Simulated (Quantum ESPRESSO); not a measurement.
# H on hollow sites of Ta(110), stepped through the coverage, part 9 of 10

Wanted: a table for H on hollow sites of Ta(110) against the coverage, and what can be fitted to it.

Quantum ESPRESSO 7.5; plane-wave DFT, PBE, GBRV ultrasoft pseudopotentials.

So far. Step 9 (Relaxation with pw.x, 0.75 ML): The relaxation lowers the energy by 15 meV an atom. On the free atoms the largest force ends at 0.043 eV/Å. Step 10 (Self-consistent run, 0.75 ML): Inside the slab this potential holds the local part of the pseudopotentials, which can be repulsive at the nuclei; only its value in the vacuum has a meaning of its own.

## Step 11: Relaxing the ions, 1 ML

System of this step: Ta(110), 3 layers, 1 sites a cell, 1 H on hollow sites. The cell holds 4 atoms: 3 Ta and 1 H. Its edges and angles: a = 2.872 Å, b = 2.872 Å, c = 19.949 Å, α = 90.0°, β = 90.0°, γ = 70.5°. It derives from Ta. Vacuum lies along c.

Input file m8.relax.in:

```
&control
  prefix = 'm8.relax'
  outdir = './out'
  pseudo_dir = './pseudo'
  nstep = 70
  forc_conv_thr = 0.0015
  calculation = 'relax'
/
&system
  ibrav = 0
  nat = 4
  ntyp = 2
  ecutwfc = 40
  ecutrho = 200
  occupations = 'smearing'
  smearing = 'mv'
  degauss = 0.02
/
&electrons
  conv_thr = 1e-07
  mixing_beta = 0.3
  electron_maxstep = 120
  mixing_mode = 'local-TF'
/
&ions
/
ATOMIC_SPECIES
  Ta  180.9479  ta_pbe_v1.uspp.F.UPF
  H   1.0080  h_pbe_v1.4.uspp.F.UPF
CELL_PARAMETERS angstrom
  2.34523629121088 -1.65833248500000 0.00000000000000
  2.34523629121088 1.65833248500000 0.00000000000000
  0.00000000000000 0.00000000000000 19.94875422306296
ATOMIC_POSITIONS crystal
  Ta  0.660000000000 0.660000000000 0.351605670424 0 0 0
  Ta  0.160000000000 0.160000000000 0.469168715463 0 0 0
  Ta  0.660000000000 0.660000000000 0.586731760503
  H   0.000000000000 0.000000000000 0.648394329576
K_POINTS automatic
  8 8 1 0 0 0
```

Command:

```bash
$ OMP_NUM_THREADS=1 mpirun -n 16 pw.x -nk 4 -in m8.relax.in > m8.relax.out
```

The program printed:

```text
[banner, memory and clock lines left out]
Program PWSCF v.7.5 starts
[...]
Message from routine setup:
[...]
number of electrons       =        40.00
     number of Kohn-Sham states=           24
     kinetic-energy cutoff     =      40.0000  Ry
     charge density cutoff     =     200.0000  Ry
[...]
number of k points=    21  Marzari-Vanderbilt smearing, width (Ry)=  0.0200
[...]
Dense  grid:    50017 G-vectors     FFT dimensions: (  25,  25, 180)
[...]
negative rho (up, down):  2.834E-01 0.000E+00
     Starting wfcs are   40 randomized atomic wfcs
[...]
negative rho (up, down):  2.850E-01 0.000E+00
[...]
estimated scf accuracy    <       1.33500050 Ry
[...]
negative rho (up, down):  2.899E-01 0.000E+00
[...]
estimated scf accuracy    <       0.74070947 Ry
[...]
negative rho (up, down):  2.900E-01 0.000E+00
[...]
estimated scf accuracy    <       0.12850139 Ry
[...]
negative rho (up, down):  2.940E-01 0.000E+00
[...]
estimated scf accuracy    <       0.21407281 Ry
[...]
negative rho (up, down):  2.946E-01 0.000E+00
[...]
estimated scf accuracy    <       0.02091904 Ry
[...]
negative rho (up, down):  2.971E-01 0.000E+00
[...]
estimated scf accuracy    <       0.03308753 Ry
[...]
negative rho (up, down):  2.969E-01 0.000E+00
[...]
estimated scf accuracy    <       0.01476767 Ry
[...]
negative rho (up, down):  2.961E-01 0.000E+00
[...]
estimated scf accuracy    <       0.01101748 Ry
[...]
negative rho (up, down):  2.954E-01 0.000E+00
[...]
estimated scf accuracy    <       0.00904024 Ry
[...]
negative rho (up, down):  2.970E-01 0.000E+00
[...]
estimated scf accuracy    <       0.00196856 Ry
[...]
negative rho (up, down):  2.962E-01 0.000E+00
[...]
estimated scf accuracy    <       0.00040384 Ry
[...]
negative rho (up, down):  2.971E-01 0.000E+00
[...]
estimated scf accuracy    <       0.00055788 Ry
[...]
negative rho (up, down):  2.965E-01 0.000E+00
[...]
estimated scf accuracy    <       0.00001810 Ry
[...]
negative rho (up, down):  2.959E-01 0.000E+00
[...]
estimated scf accuracy    <       0.00003139 Ry
[...]
negative rho (up, down):  2.960E-01 0.000E+00
[...]
estimated scf accuracy    <       0.00000386 Ry
[...]
negative rho (up, down):  2.960E-01 0.000E+00
[...]
estimated scf accuracy    <       0.00000167 Ry
[...]
negative rho (up, down):  2.960E-01 0.000E+00
[...]
estimated scf accuracy    <       0.00000049 Ry
[...]
negative rho (up, down):  2.960E-01 0.000E+00
[...]
estimated scf accuracy    <       0.00000025 Ry
[...]
negative rho (up, down):  2.960E-01 0.000E+00
[...]
the Fermi energy is     3.7887 ev
!    total energy              =    -426.70167592 Ry
     estimated scf accuracy    <       0.00000002 Ry
     smearing contrib. (-TS)   =       0.00107399 Ry
     internal energy E=F+TS    =    -426.70274991 Ry
[...]
one-electron contribution =   -1967.84399011 Ry
     hartree contribution      =     982.10461635 Ry
     xc contribution           =    -127.20404505 Ry
     ewald contribution        =     686.24066891 Ry
     convergence has been achieved in  19 iterations
     negative rho (up, down):  2.960E-01 0.000E+00
[...]
Total force =     0.026219     Total SCF correction =     0.000235
[...]
negative rho (up, down):  2.961E-01 0.000E+00
[...]
negative rho (up, down):  2.960E-01 0.000E+00
[...]
estimated scf accuracy    <       0.00023884 Ry
[...]
negative rho (up, down):  2.960E-01 0.000E+00
[...]
estimated scf accuracy    <       0.00007973 Ry
[...]
negative rho (up, down):  2.960E-01 0.000E+00
[...]
estimated scf accuracy    <       0.00000552 Ry
[...]
negative rho (up, down):  2.960E-01 0.000E+00
[...]
estimated scf accuracy    <       0.00000218 Ry
[...]
negative rho (up, down):  2.960E-01 0.000E+00
[...]
estimated scf accuracy    <       0.00000066 Ry
[...]
negative rho (up, down):  2.960E-01 0.000E+00
[...]
estimated scf accuracy    <       0.00000024 Ry
[...]
negative rho (up, down):  2.960E-01 0.000E+00
[...]
estimated scf accuracy    <       0.00000011 Ry
[...]
negative rho (up, down):  2.960E-01 0.000E+00
[...]
the Fermi energy is     3.7928 ev
!    total energy              =    -426.70231434 Ry
     estimated scf accuracy    <       0.00000004 Ry
     smearing contrib. (-TS)   =       0.00110961 Ry
     internal energy E=F+TS    =    -426.70342395 Ry
[...]
one-electron contribution =   -1966.06585821 Ry
     hartree contribution      =     981.22135417 Ry
     xc contribution           =    -127.20486378 Ry
     ewald contribution        =     685.34594388 Ry
     convergence has been achieved in   8 iterations
     negative rho (up, down):  2.960E-01 0.000E+00
[...]
Total force =     0.022639     Total SCF correction =     0.000800
[...]
WARNING: bfgs curvature condition failed, Theta= 0.932
[...]
negative rho (up, down):  2.957E-01 0.000E+00
[...]
negative rho (up, down):  2.957E-01 0.000E+00
[...]
estimated scf accuracy    <       0.00020282 Ry
[...]
negative rho (up, down):  2.956E-01 0.000E+00
[...]
estimated scf accuracy    <       0.00006021 Ry
[...]
negative rho (up, down):  2.956E-01 0.000E+00
[...]
estimated scf accuracy    <       0.00000543 Ry
[...]
negative rho (up, down):  2.956E-01 0.000E+00
[...]
estimated scf accuracy    <       0.00000191 Ry
[...]
negative rho (up, down):  2.956E-01 0.000E+00
[...]
estimated scf accuracy    <       0.00000075 Ry
[...]
negative rho (up, down):  2.956E-01 0.000E+00
[...]
estimated scf accuracy    <       0.00000017 Ry
[...]
negative rho (up, down):  2.956E-01 0.000E+00
[...]
estimated scf accuracy    <       0.00000011 Ry
[...]
negative rho (up, down):  2.956E-01 0.000E+00
[...]
estimated scf accuracy    <       0.00000002 Ry
[...]
negative rho (up, down):  2.956E-01 0.000E+00
[...]
estimated scf accuracy    <          8.5E-09 Ry
[...]
negative rho (up, down):  2.956E-01 0.000E+00
[...]
the Fermi energy is     3.7987 ev
!    total energy              =    -426.70289312 Ry
     estimated scf accuracy    <          1.9E-09 Ry
     smearing contrib. (-TS)   =       0.00114544 Ry
     internal energy E=F+TS    =    -426.70403855 Ry
[...]
one-electron contribution =   -1964.56825777 Ry
     hartree contribution      =     980.48121145 Ry
[...]
negative rho (up, down):  2.936E-01 0.000E+00
[...]
estimated scf accuracy    <       0.00001121 Ry
[...]
negative rho (up, down):  2.936E-01 0.000E+00
[...]
estimated scf accuracy    <       0.00000389 Ry
[...]
negative rho (up, down):  2.936E-01 0.000E+00
[...]
estimated scf accuracy    <       0.00000169 Ry
[...]
negative rho (up, down):  2.936E-01 0.000E+00
[...]
estimated scf accuracy    <       0.00000052 Ry
[...]
negative rho (up, down):  2.937E-01 0.000E+00
[...]
estimated scf accuracy    <       0.00000006 Ry
[...]
negative rho (up, down):  2.937E-01 0.000E+00
[...]
estimated scf accuracy    <       0.00000002 Ry
[...]
negative rho (up, down):  2.937E-01 0.000E+00
[...]
estimated scf accuracy    <       0.00000001 Ry
[...]
negative rho (up, down):  2.937E-01 0.000E+00
[...]
the Fermi energy is     3.8226 ev
!    total energy              =    -426.70496765 Ry
     estimated scf accuracy    <          2.3E-09 Ry
     smearing contrib. (-TS)   =       0.00132038 Ry
     internal energy E=F+TS    =    -426.70628803 Ry
[...]
one-electron contribution =   -1961.87308134 Ry
     hartree contribution      =     979.17279914 Ry
     xc contribution           =    -127.22023310 Ry
     ewald contribution        =     683.21422727 Ry
     convergence has been achieved in  11 iterations
     negative rho (up, down):  2.937E-01 0.000E+00
[...]
Total force =     0.013424     Total SCF correction =     0.000170
[...]
negative rho (up, down):  2.940E-01 0.000E+00
[...]
negative rho (up, down):  2.940E-01 0.000E+00
[...]
estimated scf accuracy    <       0.00031609 Ry
[...]
negative rho (up, down):  2.940E-01 0.000E+00
[...]
estimated scf accuracy    <       0.00010698 Ry
[...]
negative rho (up, down):  2.940E-01 0.000E+00
[...]
estimated scf accuracy    <       0.00002765 Ry
[...]
negative rho (up, down):  2.940E-01 0.000E+00
[...]
estimated scf accuracy    <       0.00000229 Ry
[...]
negative rho (up, down):  2.940E-01 0.000E+00
[...]
estimated scf accuracy    <       0.00000127 Ry
[...]
negative rho (up, down):  2.940E-01 0.000E+00
[...]
estimated scf accuracy    <       0.00000023 Ry
[...]
negative rho (up, down):  2.940E-01 0.000E+00
[...]
estimated scf accuracy    <       0.00000019 Ry
[...]
negative rho (up, down):  2.940E-01 0.000E+00
[...]
estimated scf accuracy    <       0.00000003 Ry
[...]
negative rho (up, down):  2.940E-01 0.000E+00
[...]
estimated scf accuracy    <       0.00000002 Ry
[...]
negative rho (up, down):  2.940E-01 0.000E+00
[...]
the Fermi energy is     3.8278 ev
!    total energy              =    -426.70527899 Ry
     estimated scf accuracy    <          4.2E-09 Ry
     smearing contrib. (-TS)   =       0.00132867 Ry
     internal energy E=F+TS    =    -426.70660766 Ry
[...]
one-electron contribution =   -1964.25680499 Ry
     hartree contribution      =     980.37751376 Ry
     xc contribution           =    -127.22803657 Ry
     ewald contribution        =     684.40072014 Ry
     convergence has been achieved in  10 iterations
     negative rho (up, down):  2.940E-01 0.000E+00
[...]
Total force =     0.014745     Total SCF correction =     0.000019
[...]
negative rho (up, down):  2.947E-01 0.000E+00
[...]
negative rho (up, down):  2.948E-01 0.000E+00
[...]
estimated scf accuracy    <       0.00031457 Ry
[...]
negative rho (up, down):  2.948E-01 0.000E+00
[...]
estimated scf accuracy    <       0.00014917 Ry
[...]
negative rho (up, down):  2.948E-01 0.000E+00
[...]
estimated scf accuracy    <       0.00002869 Ry
[...]
negative rho (up, down):  2.948E-01 0.000E+00
[...]
estimated scf accuracy    <       0.00000329 Ry
[...]
negative rho (up, down):  2.948E-01 0.000E+00
[...]
estimated scf accuracy    <       0.00000053 Ry
[...]
negative rho (up, down):  2.948E-01 0.000E+00
[...]
estimated scf accuracy    <       0.00000033 Ry
[...]
negative rho (up, down):  2.948E-01 0.000E+00
[...]
estimated scf accuracy    <       0.00000021 Ry
[...]
negative rho (up, down):  2.948E-01 0.000E+00
[...]
estimated scf accuracy    <       0.00000003 Ry
[...]
negative rho (up, down):  2.948E-01 0.000E+00
[...]
estimated scf accuracy    <       0.00000001 Ry
[...]
negative rho (up, down):  2.949E-01 0.000E+00
[...]
estimated scf accuracy    <          3.4E-09 Ry
[...]
negative rho (up, down):  2.949E-01 0.000E+00
[...]
estimated scf accuracy    <          3.3E-09 Ry
[...]
negative rho (up, down):  2.949E-01 0.000E+00
[...]
the Fermi energy is     3.8320 ev
!    total energy              =    -426.70560907 Ry
     estimated scf accuracy    <          1.7E-10 Ry
     smearing contrib. (-TS)   =       0.00129720 Ry
     internal energy E=F+TS    =    -426.70690628 Ry
[...]
one-electron contribution =   -1969.63589257 Ry
     hartree contribution      =     983.07959890 Ry
     xc contribution           =    -127.23802821 Ry
     ewald contribution        =     687.08741561 Ry
     convergence has been achieved in  12 iterations
     negative rho (up, down):  2.949E-01 0.000E+00
[...]
Total force =     0.013917     Total SCF correction =     0.000010
[...]
negative rho (up, down):  2.952E-01 0.000E+00
[...]
negative rho (up, down):  2.953E-01 0.000E+00
[...]
estimated scf accuracy    <       0.00130335 Ry
[...]
negative rho (up, down):  2.954E-01 0.000E+00
[...]
estimated scf accuracy    <       0.00056798 Ry
[...]
negative rho (up, down):  2.954E-01 0.000E+00
[...]
estimated scf accuracy    <       0.00004888 Ry
[...]
negative rho (up, down):  2.955E-01 0.000E+00
[...]
estimated scf accuracy    <       0.00002499 Ry
[...]
negative rho (up, down):  2.955E-01 0.000E+00
[...]
estimated scf accuracy    <       0.00000164 Ry
[...]
negative rho (up, down):  2.954E-01 0.000E+00
[...]
estimated scf accuracy    <       0.00000061 Ry
[...]
negative rho (up, down):  2.954E-01 0.000E+00
[...]
estimated scf accuracy    <       0.00000096 Ry
[...]
negative rho (up, down):  2.954E-01 0.000E+00
[...]
estimated scf accuracy    <       0.00000014 Ry
[...]
negative rho (up, down):  2.955E-01 0.000E+00
[...]
estimated scf accuracy    <       0.00000003 Ry
[...]
negative rho (up, down):  2.955E-01 0.000E+00
[...]
estimated scf accuracy    <       0.00000008 Ry
[...]
negative rho (up, down):  2.955E-01 0.000E+00
[...]
estimated scf accuracy    <       0.00000002 Ry
[...]
negative rho (up, down):  2.955E-01 0.000E+00
[...]
the Fermi energy is     3.8345 ev
!    total energy              =    -426.70602841 Ry
     estimated scf accuracy    <          7.1E-10 Ry
     smearing contrib. (-TS)   =       0.00124554 Ry
     internal energy E=F+TS    =    -426.70727395 Ry
[...]
one-electron contribution =   -1980.19381343 Ry
     hartree contribution      =     988.37471009 Ry
     xc contribution           =    -127.25353986 Ry
     ewald contribution        =     692.36536925 Ry
     convergence has been achieved in  12 iterations
     negative rho (up, down):  2.955E-01 0.000E+00
[...]
Total force =     0.010074     Total SCF correction =     0.000112
[...]
negative rho (up, down):  2.953E-01 0.000E+00
[...]
negative rho (up, down):  2.954E-01 0.000E+00
[...]
estimated scf accuracy    <       0.00101010 Ry
[...]
negative rho (up, down):  2.956E-01 0.000E+00
[...]
estimated scf accuracy    <       0.00040137 Ry
[...]
negative rho (up, down):  2.956E-01 0.000E+00
[...]
estimated scf accuracy    <       0.00002531 Ry
[...]
negative rho (up, down):  2.956E-01 0.000E+00
[...]
estimated scf accuracy    <       0.00002329 Ry
[...]
negative rho (up, down):  2.956E-01 0.000E+00
[...]
estimated scf accuracy    <       0.00000060 Ry
[...]
```

It took 49 s on 16 MPI ranks of Arm Neoverse V2, shared host; peak memory 1.1 GiB; 13 min of CPU time.

The steps of the relaxation:

```tsv
step	energy less that of the first step (eV)	largest force (eV/Å)
1	0.0000	0.5973
2	-0.0087	0.5372
3	-0.0166	0.4768
4	-0.0259	0.3964
5	-0.0360	0.2905
6	-0.0448	0.3065
7	-0.0490	0.3693
8	-0.0535	0.3543
9	-0.0592	0.2501
10	-0.0621	0.1516
11	-0.0630	0.1153
12	-0.0634	0.0858
13	-0.0638	0.0442
```

The atoms that moved most (Å):

```tsv
atom	dx	dy	dz	length
H4	0.071	0.000	-0.216	0.228
Ta3	0.000	0.000	-0.043	0.043
```

The relaxed structure:

```cif
data_structure
_symmetry_space_group_name_H-M 'P 1'
_symmetry_Int_Tables_number 1
_cell_length_a 2.8723
_cell_length_b 2.8723
_cell_length_c 19.9488
_cell_angle_alpha 90.000
_cell_angle_beta 90.000
_cell_angle_gamma 70.529
_cell_volume 155.17
loop_
_atom_site_label
_atom_site_type_symbol
_atom_site_fract_x
_atom_site_fract_y
_atom_site_fract_z
_atom_site_occupancy
Ta1 Ta 0.66000 0.66000 0.35161 1
Ta2 Ta 0.16000 0.16000 0.46917 1
Ta3 Ta 0.66007 0.66007 0.58459 1
H4 H 0.01510 0.01510 0.63754 1
```

The relaxation lowers the energy by 16 meV an atom. On the free atoms the largest force ends at 0.044 eV/Å.

This step gave:

| Quantity | Value |
| --- | --- |
| free energy | -5805.6358 eV |
| Fermi energy | 3.826 eV |

(Continued in part 10 of 10.)

[Logs are printed without paths, hosts, clocks, repeated set-up lines and the standing remarks that a program may print on its own settings, such as how far it seeks lower states.]

[Hosts, paths, dates, database ids (printed as entryN), source tags and the programs' standing remarks are cut or masked in the printed files.]

[Maps of the electrostatic potential energy from Ansatz leave out the sawtooth potential of an applied field or a dipole correction, so their vacuum need not be flat; planar profiles and work functions include it.]
